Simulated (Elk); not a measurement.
# AlNi3: which magnetic order is lowest

Wanted: the moments of AlNi3 and the energy of each order that was tried.

Method: PBE; all-electron APW+lo, Dirac cores, scalar-relativistic bands, in Elk 11.2.3 (patched build).

This is a report of a sequence of runs, with most program output left out.

## Step 1: Starting point

The structure is cubic, space group Pm-3m (No. 221). Conventional cell: a = 3.523 Å, b = 3.523 Å, c = 3.523 Å, α = 90.00°, β = 90.00°, γ = 90.00°. Nearest to Al lie 12 Ni at 2.49 Å. Ni has 4 Al at 2.49 Å and 8 Ni at 2.49 Å nearest. Farther neighbours are not listed.

The cell comes from a database of computed structures and need not be the stable phase.

## Step 2: Run 1 (ferro +++)

Parallel moments need no larger cell; this start tests for a ferromagnetic state only.

Moments are seeded by fields in the spheres (the last three columns under atoms), set against the wanted direction and reduced each loop.

elk.in reads:

```
tasks
  0
  33
  73

xctype
  20

reducebf
  0.5

epsengy
  1e-05

maxscl
  100

rgkmax
  7.0

nempty
  8

swidth
  0.003

lmaxi
  3

spinpol
  .true.

sppath
  './'

avec
  6.65760855553 0.00000000000 0.00000000000
  0.00000000000 6.65760855553 0.00000000000
  0.00000000000 0.00000000000 6.65760855553

atoms
  2
  'Al.in'
  1
  0.0000000000 0.0000000000 0.0000000000   0.000000 0.000000 0.000000
  'Ni.in'
  3
  0.0000000000 0.5000000000 0.5000000000   0.000000 0.000000 -0.030000
  0.5000000000 0.0000000000 0.5000000000   0.000000 0.000000 -0.030000
  0.5000000000 0.5000000000 0.0000000000   0.000000 0.000000 -0.030000

ngridk
  8 8 8

plot3d
  0 0 0
  1 0 0
  0 1 0
  0 0 1
  18 18 18
```

On the command line:

```sh
OMP_NUM_THREADS=4 elk
```

Wall time 1.8 min (4 threads of Arm Neoverse V2, shared host); peak memory 0.44 GiB; 6.9 min of CPU time.

Spin moment in the muffin-tin sphere by atom:

```csv
atom,spin moment in the muffin-tin sphere (μB)
Al1,-0.012
Ni2,0.179
Ni3,0.179
Ni4,0.179
```

Read from the output:

- density of states at the Fermi level: 4.026 states/eV/cell
- moment between the spheres: -0.02843 μB
- magnetization: 0.4973 μB
- final state: ferromagnetic

After 21 cycles the largest moment stands at 0.179 μB.

## Step 3: Order 2, typed as antiferro q=(1/2,1/2,1/2) +-+-+-

Another pattern of signs weighs the neighbour shells otherwise.

This order needs a doubled cell of 8 atoms. Its mesh is chosen so that both cells sample the same points.

elk.in reads:

```
tasks
  0

xctype
  20

reducebf
  0.5

epsengy
  1e-05

maxscl
  100

rgkmax
  7.0

nempty
  8

swidth
  0.003

lmaxi
  3

spinpol
  .true.

sppath
  './'

avec
  13.31521711106 0.00000000000 0.00000000000
  6.65760855553 6.65760855553 0.00000000000
  6.65760855553 0.00000000000 6.65760855553

atoms
  2
  'Al.in'
  2
  0.0000000000 0.0000000000 0.0000000000   0.000000 0.000000 0.000000
  0.5000000000 0.0000000000 0.0000000000   0.000000 0.000000 0.000000
  'Ni.in'
  6
  0.5000000000 0.5000000000 0.5000000000   0.000000 0.000000 -0.030000
  0.0000000000 0.5000000000 0.5000000000   0.000000 0.000000 0.030000
  0.0000000000 0.0000000000 0.5000000000   0.000000 0.000000 -0.030000
  0.5000000000 0.0000000000 0.5000000000   0.000000 0.000000 0.030000
  0.0000000000 0.5000000000 0.0000000000   0.000000 0.000000 -0.030000
  0.5000000000 0.5000000000 0.0000000000   0.000000 0.000000 0.030000

ngridk
  4 8 8
```

On the command line:

```sh
OMP_NUM_THREADS=4 elk
```

Elapsed: 16 min, on 4 threads; peak memory 0.69 GiB.

The moments died away, and this build then starts once more from a stronger push, within the same count of loops. That gave no lower state.

The spin moment in the muffin-tin sphere vanishes on all atoms.

Numbers from this step:

- final state: non-magnetic

It lies 0.616 meV a seeded atom over the first start.

## Step 4: Start 3: no spin polarisation

This run holds no moments, which gives a state to set the others against.

elk.in reads:

```
tasks
  0

xctype
  20

epsengy
  1e-05

maxscl
  100

rgkmax
  7.0

nempty
  8

swidth
  0.003

lmaxi
  3

sppath
  './'

avec
  6.65760855553 0.00000000000 0.00000000000
  0.00000000000 6.65760855553 0.00000000000
  0.00000000000 0.00000000000 6.65760855553

atoms
  2
  'Al.in'
  1
  0.0000000000 0.0000000000 0.0000000000   0.000000 0.000000 0.000000
  'Ni.in'
  3
  0.0000000000 0.5000000000 0.5000000000   0.000000 0.000000 0.000000
  0.5000000000 0.0000000000 0.5000000000   0.000000 0.000000 0.000000
  0.5000000000 0.5000000000 0.0000000000   0.000000 0.000000 0.000000

ngridk
  8 8 8
```

On the command line:

```sh
OMP_NUM_THREADS=4 elk
```

It took 11 s on 4 threads; peak memory 0.14 GiB; 41 s of CPU time.

This step gave:

```
density of states at the Fermi level : 4.791 states/eV/cell
final state                          : non-magnetic (no spin polarisation)
```

It lies 0.573 meV a seeded atom over the first start.

## Step 5: Energies of the orders

These are free energies at a smearing of 0.0816 eV, so its entropy term is in the differences. They are divided by the number of seeded atoms, so that cells of unlike size compare. Wavevectors q in the names are fractions of the reciprocal vectors of the first run's cell.

Orders:

```csv
start,final state,typed order kept,energy over the lowest (meV a seeded atom),largest sphere moment (μB),net moment (μB a primitive cell),DOS at the Fermi level (states/eV a primitive cell),mesh matched,CPU time (s)
ferro +++,ferromagnetic,yes,0,0.1791,0.4973,4.026,yes,416.7
"antiferro q=(1/2,1/2,1/2) +-+-+-",non-magnetic,no,0.6158,0,0,4.791,yes,3826
no spin polarisation,non-magnetic,-,0.5727,0,0,4.791,yes,41.22
```

## Step 6: Outcome

- lowest state found: ferromagnetic (typed ferro +++)
- largest site moment: 0.179 μB
- next state: non-magnetic, 0.573 meV a seeded atom higher
- energy gained by spin polarisation: 0.573 meV a seeded atom

**Reading.** The lowest state found is ferromagnetic, reached from the start ferro +++, with moments up to 0.179 μB. The two lowest states lie so close that the mesh, the functional or spin–orbit coupling could swap them. Spin polarisation gains little. 1 start left the typed pattern (a sign turned or a seeded moment died), so such an energy belongs to the state reached, not the one typed. Only 3 starts are shown; other collinear patterns, canted and longer-period orders are not.

[Logs and program files are shortened in this print: banners, set-up blocks, solver, clock and traceback lines can be left out without a mark of their own.]

[Logs are printed without paths, hosts, clocks, repeated set-up lines and the standing remarks that a program may print on its own settings, such as how far it seeks lower states.]

[Hosts, paths, dates, database ids (printed as entryN), source tags and the programs' standing remarks are cut or masked in the printed files.]

[Where a cell is said to come from a database of computed structures, the database is the Materials Project.]
